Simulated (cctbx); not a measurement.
## What is wrong with this refinement?

Cell a = 7.7390 Å, b = 7.7390 Å, c = 4.3370 Å, α = 90.00°, β = 90.00°, γ = 120.00°; space group P-62m (no. 189).

The data are simulated with cctbx, not measured: Mo Kα, λ = 0.71073 Å, to d = 0.77 Å, 95 % of the full sphere, strongest reflection 5000 counts, noise from counting, a 3 % proportional error and a noise floor of 15 counts (s.d.); no absorption.

An anisotropic refinement with weights 1/σ² prints:

```text
Rint 0.053, 222 unique reflections to 0.77 A
cycle     R1     wR2    GooF  max shift (A)
   1  0.0253  0.0571   2.141   0.00432
   2  0.0249  0.0565   2.120   0.00000
final R1 0.0249 wR2 0.0565 GooF 2.120  parameters 12  data/parameter 18.5
atom        x        y        z      Ueq    occ   su(xyz)  su(Uiso or U11)
Dy1    0.58913  0.00000  0.50000   0.0062  1.000  0.00012  0.0003
Cu1    0.33333  0.66667  0.00000   0.0082  1.000  0.00000  0.0011
K1     0.00000  0.00000  0.50000   0.0108  1.000  0.00000  0.0025
Al1    0.23296  0.00000  0.00000   0.0108  1.000  0.00100  0.0031
Flack x: 0.94(5)
Hooft y: 1.022(38)  Bijvoet pairs: 88
difference map: max 1.09 min -0.78 rms 0.19
Q1    0.0000  0.0000  0.2919    2    1.09  0.90 A from K1
Q2    0.1612  0.6738  0.2381   12    0.79  1.57 A from Dy1
Q3    0.0000  0.1963  0.5000    3    0.68  1.52 A from K1
Q4    0.3333  0.6667  0.2415    4    0.67  1.05 A from Cu1
Q5    0.0926  0.8023  0.5000    6    0.65  1.43 A from Dy1
Q6    0.1523  0.7093  0.0000    6    0.59  1.59 A from Cu1
```

**Question.** Can this result stand? If not, what is the likely fault?

Mend it. The fault: the structure inverted. Against the right model at the same level, R1 goes from 0.0123 to 0.0249 and GooF from 0.95 to 2.12. Only the Bijvoet differences see the inversion, so R1 moves little while x goes to 1 − x. Flack x = 0.94 with s.u. 0.05: x is within 3 s.u. of 1: the model is inverted.

The compound is KDy3Al3Cu2. The right model at the same level gives:

```text
Rint 0.053, 222 unique reflections to 0.77 A
cycle     R1     wR2    GooF  max shift (A)
   1  0.0125  0.0259   0.973   0.00043
   2  0.0123  0.0254   0.954   0.00000
final R1 0.0123 wR2 0.0254 GooF 0.954  parameters 12  data/parameter 18.5
atom        x        y        z      Ueq    occ   su(xyz)  su(Uiso or U11)
Dy1    0.41084  0.00000  0.50000   0.0063  1.000  0.00006  0.0002
Cu1    0.66667  0.33333  0.00000   0.0080  1.000  0.00000  0.0005
K1     0.00000  0.00000  0.50000   0.0098  1.000  0.00000  0.0011
Al1    0.76654  0.00000  0.00000   0.0093  1.000  0.00042  0.0013
Flack x: 0.06(5)
Hooft y: -0.011(37)  Bijvoet pairs: 88
difference map: max 1.14 min -0.77 rms 0.19
Q1    0.0000  0.0000  0.2898    2    1.15  0.91 A from K1
Q2    0.1632  0.4945  0.2284   12    0.76  1.61 A from Dy1
Q3    0.0964  0.2892  0.5000    6    0.65  1.46 A from Dy1
Q4    0.1484  0.4505  0.0000    6    0.63  1.57 A from Cu1
Q5    0.3333  0.6667  0.2459    4    0.58  1.07 A from Cu1
Q6    0.0698  0.8491  0.0000    6    0.58  0.60 A from Al1
```

Isotropic U is held between 0.0001 and 1 Å² by the program, and listed peak heights are interpolated, so they can pass the grid's maximum.

The model was made for the exercise: a known structure type with other elements put in, its volume estimated, not relaxed; displacement parameters are assumed.

[Middle refinement cycles are left out of these outputs.]

[Logs are printed without paths, hosts, clocks, repeated set-up lines and the standing remarks that a program may print on its own settings, such as how far it seeks lower states.]
